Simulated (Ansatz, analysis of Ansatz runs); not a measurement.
# Reproducing a measured local vibrational mode: Al-H pair in alpha-quartz, part 2 of 2

Subject: Al-H pair in alpha-quartz. Wanted: its local vibrational mode, in one set-up (HSE06, 36-site cell, PBE lattice, 420 eV, k: the zone centre alone, anharmonic cut). The model is a cell of 36 host atoms with Al put on another atom's site and H put in between. The frequencies come from force constants among the defect atom and its neighbours, with the masses of the isotopes named. Exact exchange opens the gap, stiffens bonds and lessens the self-interaction error, at many times the cost.

Ansatz 0.2.0; HSE06, 36-site cell, PBE lattice, 420 eV, k: the zone centre alone, anharmonic cut.

So far: Set-up; Relaxation, charge 0.

## (2) Relaxation, charge 0 (continued)

Level of this step: plane-wave PAW DFT, HSE06; relaxation of all atoms of a defect supercell (Ansatz).

Step by step:

```csv
step,energy less that of the first step (eV),largest force component (eV/Å)
1,0.0000,26.5527
2,-4.6692,13.3359
3,-7.7168,6.0578
4,-8.8657,2.0552
5,-9.3395,1.1138
6,-9.6345,0.6079
7,-9.7560,0.4960
8,-9.7968,0.3946
9,-9.8238,0.3133
10,-9.8244,0.2273
11,-9.8294,0.0637
12,-9.8294,0.0640
13,-9.8299,0.1196
14,-9.8305,0.0246
15,-9.8305,0.0246
16,-9.8307,0.0062
```

The atoms that moved most (Å, from the sites as typed, ahead of the random displacement, the mean shift of all atoms taken out):

```csv
atom,dx,dy,dz,length
H37,-1.027,0.341,0.277,1.117
O9,0.434,0.143,0.346,0.573
O16,0.294,0.209,-0.317,0.480
O29,0.100,-0.304,0.077,0.329
O27,0.098,0.226,0.113,0.271
O34,0.108,0.198,-0.149,0.270
O13,-0.094,-0.091,-0.232,0.267
O7,-0.120,-0.169,-0.119,0.239
```

The relaxed structure:

```xyz
37
Lattice="-2.5092 4.3460 5.5090 5.0183 0.0000 5.5090 5.0183 8.6920 0.0000" Properties=species:S:1:pos:R:3 pbc="T T T"
Si    4.9230    4.2164    3.5617
Si    0.0499    4.3921    3.6425
Si    3.8755    2.1522    7.2572
Si    1.2380    6.3074    7.3181
Si    1.3047    2.2312   -0.0875
Si    1.2830    2.2202    5.5547
O     3.8276    5.2880    4.2555
O     4.0642    5.4865    9.7724
O     1.2621    5.1744    2.8843
O     0.6830    4.9971    8.0758
O     2.7086    2.5499    6.2194
O     0.1363    6.8391    6.2560
O     0.1524    1.7077    0.9002
O     2.6088    5.9995    6.6076
O     3.9371    3.1393    2.9209
O     4.2414    3.4402    8.1613
O     5.8467    3.6226    4.7252
O     0.7560    3.5547    4.8202
Si    7.3611    8.6341    3.7341
Si    2.4807    8.7889    3.6747
Si    6.4894    6.4640    7.3897
Si    3.8247   10.7599    7.3678
Si    3.8956    6.6448    0.0171
Al    3.8215    6.6112    5.5775
O     6.4361    9.7272    4.4724
O     6.5158    9.8547    9.9064
O     3.4355    9.6036    2.6516
O     3.2842    9.3674    8.0000
O     5.3647    6.5847    6.2884
O     2.8296   11.2662    6.2035
O     2.9117    6.1781    1.2048
O     5.2667   10.4860    6.7133
O     6.4328    7.4945    3.0563
O     6.5643    7.7748    8.3290
O     8.3594    7.9938    4.8316
O     3.3708    8.0216    4.7386
H     2.9323    5.1465    3.8791
```

The atoms nearest to the centre after the run:

```csv
atom,distance (Å)
O7,0.539
H37,1.316
Al24,1.352
Si1,2.080
O36,2.359
O29,2.425
O14,2.439
O17,2.874
O28,2.890
```

Neighbours of the added atoms: H37: O7 0.98, O9 1.94, Si1 2.22 Å.

Read from the output:

| Property | Result |
| --- | --- |
| free energy | -21210.4376 eV |

The relaxation ends 266 meV an atom lower than the displaced start, with a largest force component of 0.0062 eV/Å.

## (3) Local vibrational modes

A local mode lives on the defect and the atoms next to it, so only the sites listed in the input are displaced, which costs far fewer SCF runs than the whole cell would.

This step: plane-wave PAW DFT, HSE06; finite-displacement force constants among the atoms nearest to a defect, the others at rest.

modes/input.yaml reads:

```yaml
crystal:
  lattice:
    - [-2.50916922, 4.34600857, 5.50897405]
    - [5.01833843, 0.0, 5.50897405]
    - [5.01833843, 8.69201713, 0.0]
  atoms:
    - { symbol: Si, position: [0.075303859, 0.571230541, 0.447432247] }
    - { symbol: Si, position: [0.578272331, 0.082913981, 0.216168346] }
[... 4 atom lines left out ...]
    - { symbol: O, position: [0.309061628, 0.463414235, 0.453844319] }
[... 1 atom line left out ...]
    - { symbol: O, position: [0.433685669, 0.089874365, 0.378457855] }
[... 4 atom lines left out ...]
    - { symbol: O, position: [0.684897271, 0.514523018, 0.347781222] }
    - { symbol: O, position: [0.053416413, 0.476794741, 0.334463128] }
[... 1 atom line left out ...]
    - { symbol: O, position: [0.05471947, 0.803012008, 0.389412594] }
[... 6 atom lines left out ...]
    - { symbol: Al, position: [0.505765532, 0.506667805, 0.507717688] }
[... 3 atom lines left out ...]
    - { symbol: O, position: [0.937717449, 0.514457784, 0.608840914] }
    - { symbol: O, position: [0.415013405, 0.726475503, 0.550046879] }
[... 3 atom lines left out ...]
    - { symbol: O, position: [0.067568838, 0.487211462, 0.828437842] }
[... 2 atom lines left out ...]
    - { symbol: O, position: [0.555663678, 0.304487554, 0.64504363] }
    - { symbol: H, position: [0.355964988, 0.34818052, 0.414115589] }
basis:
  ecutwfc: 420
  xc_grid: 2
hamiltonian:
  xc: hse06
kpoints:
  mp_grid: { grid: [1, 1, 1] }
scf:
  occupations: { method: fermi_dirac, width: 0.01 }
  max_iter: 120
output: {}
checkpoint:
  read: "../relax.run"
phonons:
  supercell: [1, 1, 1]
  displaced_sites: [6, 36]
```

The run is started by

```sh
$ ansatz run input.yaml --threads 2 --pin off --max-ram 3768MiB --backend cpu --events-out ev --progress --plain --runs-dir out
```

Numbers of over 12 decimals in the logs are rounded to 6 here.

The log of the run:

```text
[...]
Warning: basis.xc_grid 2: finite-displacement phonons take 3 at the least, and a number is run as typed, so the frequencies can be off [figures from the program's tests cut]. [...]
[...]
Crystal: 37 atoms, lattice volume = 480.597 Å³
Basis set: ecut = 420 eV, 9403 PW (Γ), exchange–correlation on 100×100×144 points (8 copies of the dense FFT grid, shifted against one another)
Bands: 133, of which v1, the nominal top of the filled ones, is band 96 counted from 1 (95 counted from 0)
Symmetry: 1 space group operations
k-points: 1
[...]
Stability of the state it starts from, as read at its close in the unpolarized treatment: not read, because the functional holds exact exchange (a hybrid, or Hartree-Fock), whose exchange loop this test does not read (fock_operator)
[...]
Frozen-core exchange: fock
[...]
max |Σ_I F_I| component: 1.68e-5 eV/Å
--- Band table (eV) ---
[...]
--- Phonons: 12 displaced members + reference (amplitude 0.0025 Å, Σ member SCF iterations 162) ---
  symmetry images taken by strict's conditions (phonons.symmetry_images: auto; settled by no image being taken that strict refuses)
  force constants formed among 2 of 37 sites (O 6, H 36); the other 35 at rest. The modes move the named sites alone.
  the frequencies, the zero-point energy and the sums are of the block with the acoustic sum rule laid on its rows. Row sums over every site: 1.2e-4 eV/Å² at the most
  transpose residual: 5.8e-4 eV/Å²
  largest component of a force at the reference: 3.0e-3 eV/Å on a named site, 6.2e-3 eV/Å on a site at rest
  frequencies among the named sites at Γ of the cell (cm⁻¹): 274.70 433.38 648.07 721.43 1244.56 3453.01
  unstable modes among the named sites: 0
  frequencies as built, with no sum rule (cm⁻¹): 274.70 433.38 648.06 721.43 1244.56 3453.01
  zero-point energy: 0.420006 eV/cell   skipped modes (ω ≤ 0): 0
  not written: the harmonic force-constant file, the file of eigenvectors (these modes' are written with the force constants), the density of states and the dispersion, which are of every site
[key lines of the parts left out:]
Free energy (F): -21210.437622 eV
Fermi energy:    4.546916 eV
```

Run time: 2.4 min. Hardware: 2 threads of AMD EPYC 9R45, shared host; peak memory 0.93 GiB; 4.6 min of CPU time.

The column dr2 measures how far the density is from self-consistency, as an energy; F and HF (Harris–Foulkes) agree once it is small.

This step gave:

- free energy: -21210.4376 eV

The modes with the largest weight on the probed atoms (the light atom of a pair), for the masses of each isotope. Modes of the displaced atoms (local only where they lie over the host's phonons):

```csv
isotopes,mode (cm⁻¹),share of the defect atoms
H,3453,0.941
H,1245,0.903
H,648.1,0.935
D,2515,0.885
D,943.8,0.633
D,475.9,0.828
```

## (4) Point 1 along the mode

A light atom samples the curved part of its well, so the energy is mapped along the mode and the one-dimensional Schrödinger equation solved on it.

This step: plane-wave PAW DFT, HSE06; single point of a defect supercell.

cut0/input.yaml, as its differences from modes/input.yaml of step 3:

```diff
@@ -9,3 +9,3 @@
 [... 4 atom lines left out ...]
-    - { symbol: O, position: [0.309061628, 0.463414235, 0.453844319] }
+    - { symbol: O, position: [0.309949518, 0.461293305, 0.453111465] }
 [... 1 atom line left out ...]
@@ -26,3 +26,3 @@
     - { symbol: O, position: [0.555663678, 0.304487554, 0.64504363] }
-    - { symbol: H, position: [0.355964988, 0.34818052, 0.414115589] }
+    - { symbol: H, position: [0.341695002, 0.381624022, 0.425949497] }
 basis:
@@ -37,7 +37,5 @@
   max_iter: 120
-output: {}
+output:
+  forces: true
 checkpoint:
   read: "../relax.run"
-phonons:
-  supercell: [1, 1, 1]
-  displaced_sites: [6, 36]
```

The log of the run:

```text
[...]
Warning: checkpoint.read: the run can stay near the saved state's solution: 2 site(s) moved relative to the saved geometry (max |Δs| = 3.344e-2 fractional); [...]
[...]
Crystal: 37 atoms, lattice volume = 480.597 Å³
Basis set: ecut = 420 eV, 9403 PW (Γ), exchange–correlation on 100×100×144 points (8 copies of the dense FFT grid, shifted against one another)
Bands: 133, of which v1, the nominal top of the filled ones, is band 96 counted from 1 (95 counted from 0)
Symmetry: 1 space group operations
[...]
k-points: 1
[...]
SCF iter   5: F=-21201.444256 eV  HF=-21201.444240 eV  |F-HF|=1.59e-5  |Δ(HF+E_count)|=   8.26e-4  Δρ=3.93e-4  dr2=2.40e-4  ethr=1.24e-7  ⟨swp⟩=3.0  Hψ=569  notcnv=0
SCF 1 stopped early in 5 iterations: F = -21201.444256 eV  dr2 = 2.40e-4
[...]
Frozen-core exchange: fock
[...]
SCF 3 converged in 3 iterations: F = -21205.860468 eV  dr2 = 2.63e-8
[...]
Free energy (F): -21205.860468 eV
[...]
Internal energy: -21205.860468 eV  (E = F + TS)
E sigma→0 (E₀):  -21205.860468 eV
Fermi energy:    4.554805 eV
[...]
--- Forces (eV/Å), atoms counted from 1 ---
  atom   1  Si     0.37411391    -0.30556052    -0.12532185
  atom   2  Si     0.34678907     0.17827894    -0.15150775
  [... 4 atoms left out ...]
  atom   7  O     41.21252596     6.39947513    17.46563673
  [... 6 atoms left out ...]
  atom  14  O      0.05974282    -0.00290943    -0.04913383
  atom  15  O      0.04830577     0.16393422     0.11355273
  [... 1 atom left out ...]
  atom  17  O     -0.13193356     0.14984844    -0.06237249
  [... 6 atoms left out ...]
  atom  24  Al     0.05408995     0.20760323     0.24073390
  [... 3 atoms left out ...]
  atom  28  O     -0.11454529    -0.02365045     0.11895929
  atom  29  O     -0.11897697     0.00457556    -0.17237351
  [... 6 atoms left out ...]
  atom  36  O      0.04514357    -0.08548027     0.01899324
  atom  37  H    -41.32238039    -6.44889824   -17.49727996
  max |Σ_I F_I| component: 1.01e-4 eV/Å
--- Band table (eV) ---
[...]
```

Wall time 10 s (2 threads); peak memory 0.89 GiB.

Numbers from this step:

* free energy: -21205.8605 eV

The other runs of this kind differ in structure, charge or spin alone:

```csv
run,outcome,energy less the first (eV),moment (μB),time
point 1 along the mode,converged,0.0000,0.00,10 s
point 2 along the mode,converged,-2.6739,0.00,11 s
point 3 along the mode,converged,-3.8570,0.00,11 s
point 4 along the mode,converged,-4.4307,0.00,10 s
point 5 along the mode,converged,-4.4776,0.00,10 s
point 6 along the mode,converged,-4.2477,0.00,10 s
point 7 along the mode,converged,-3.9833,0.00,9.9 s
point 8 along the mode,converged,-3.6752,0.00,10 s
point 9 along the mode,converged,-3.3967,0.00,11 s
```

## (5) Anharmonic fundamental

Analysis of the runs above: one-dimensional Schroedinger equation on a polynomial through HSE06 energies along the local mode.

It gives:

- stretch: 3216 cm⁻¹
- stretch harmonic: 3453 cm⁻¹

Energy against normal coordinate:

```csv
normal coordinate (amu½ Å),energy (eV)
-0.296,4.58
-0.217,1.90
-0.148,0.720
-0.074,0.146
0.000,0
0.074,0.0996
0.148,0.329
0.217,0.594
0.296,0.902
0.375,1.18
```

## (6) Outcome

```json
{
  "distance from the defect atom to its nearest neighbour": "0.982 Å",
  "O-H stretch, 1H": "3216 cm⁻¹",
  "time of the whole chain": "6.3 min on 2 threads"
}
```

**Reading.** O-H stretch, 1H: computed 3216 cm⁻¹, measured 3378 cm⁻¹ and 3313 cm⁻¹; 97 cm⁻¹ (3 %) below the nearest measurement. The anharmonic cut moves the O-H stretch, 1H from 3453 to 3216 cm⁻¹; a straight cut leaves out the coupling to the other modes. Only the named neighbours move, so modes near the host's band are approximate. Limits: the zone centre alone is a coarse sampling for this cell; the periodic copies of the defect are only 7.5 Å apart.

[Logs are printed without paths, hosts, clocks, repeated set-up lines and the standing remarks that a program may print on its own settings, such as how far it seeks lower states.]

[Hosts, paths, dates, database ids (printed as entryN), source tags and the programs' standing remarks are cut or masked in the printed files.]

[For some hosts the program warned that the k-mesh of the response run may be too coarse for force constants and the static dielectric constant; such warnings are not shown here.]
